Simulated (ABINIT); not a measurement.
# Calculated records

## A GW chain in ABINIT: CuI (Marshite)

The structure is cubic, space group F-43m (No. 216). The conventional cell has a = 6.063 Å, b = 6.063 Å, c = 6.063 Å, α = 90.00°, β = 90.00°, γ = 90.00°. Nearest to Cu lie 4 I at 2.63 Å. I has 4 Cu at 2.63 Å nearest. Farther neighbours, and contacts between anions beyond the nearest, are not listed.

```xyz
2
Lattice="0.0000 3.0315 3.0315 3.0315 0.0000 3.0315 3.0315 3.0315 0.0000" Properties=species:S:1:pos:R:3 pbc="T T T"
Cu    1.5157    1.5157    1.5157
I     0.0000    0.0000    0.0000
```

| Property | Result |
| --- | --- |
| method | RPA screening on PBE, plane waves, norm-conserving pseudopotentials (and 2 further levels or steps) |
| program | ABINIT 10.8.3 |
| settings | cutoff 42 Ha, PseudoDojo scalar-relativistic 0.4.1 standard, norm-conserving, potential set dojo-sr-pbe-0.4.1-standard, ngkpt (4, 4, 4), nband 139, ecuteps 6 Ha, inclvkb 2, shiftk (0, 0, 0), symchi 1, awtr 1, frequency ppm, 4×4×4 k-mesh |
| cost | 5 runs, 2.1 min in all on 8 MPI ranks of Arm Neoverse V2, shared host |
| notes | The database entry behind the starting cell differs from other determinations of this structure. In doubt: a PseudoDojo file used here is known to give poor structures and forces, which bears on pressures, cells, forces and phonons. The cell and positions come from the Crystallography Open Database and are kept as given unless a step says otherwise. Limits: d shell near the gap, gap tends to lie low; no spin-orbit coupling. |
| PBE gap | 1.09 eV, direct |
| G0W0 gap on the mesh | 1.60 eV |
| GW settings | 4×4×4 mesh, 139 bands, screening to 163.3 eV, Godby-Needs plasmon pole |
| known limits | short of the basis limit; d shell near the gap, gap tends to lie low; no spin-orbit coupling |

G0W0 moves the gap on the mesh from 1.09 eV to 1.60 eV (+0.51 eV), with Z of 0.75 and 0.81 at the edges. Local fields lower the RPA ε∞ on this mesh from 10.90 to 10.23.

[Long decimals in the printed logs are rounded to 6 places.]

[Logs are printed without paths, hosts, clocks, repeated set-up lines and the standing remarks that a program may print on its own settings, such as how far it seeks lower states.]

[Paths, hosts, dates, memory and timing lines, banners, echoed tables and standing remarks are left out of the program output; an Ansatz launch command may be rebuilt from the run's recorded settings. Measured values are a selection of at most five: reports struck by readers or far from the other reports are left out. None is set beside runs whose start may be inverted or whose files or cutoffs have a known fault.]

[Runs of the session that timed out or met a known fault of the program may be left out.]

[Hosts, paths, dates, database ids (printed as entryN), source tags and the programs' standing remarks are cut or masked in the printed files.]

[G0W0 gaps are taken among the corrected bands and points alone; a level outside them can change the order at an edge.]

[Where Ansatz stands beside ABINIT at settings called matched, ABINIT's density can come from a denser mesh and the files from another edition; pairs whose starting gaps differed by over 0.03 eV were left out, so agreement reads better than it is.]
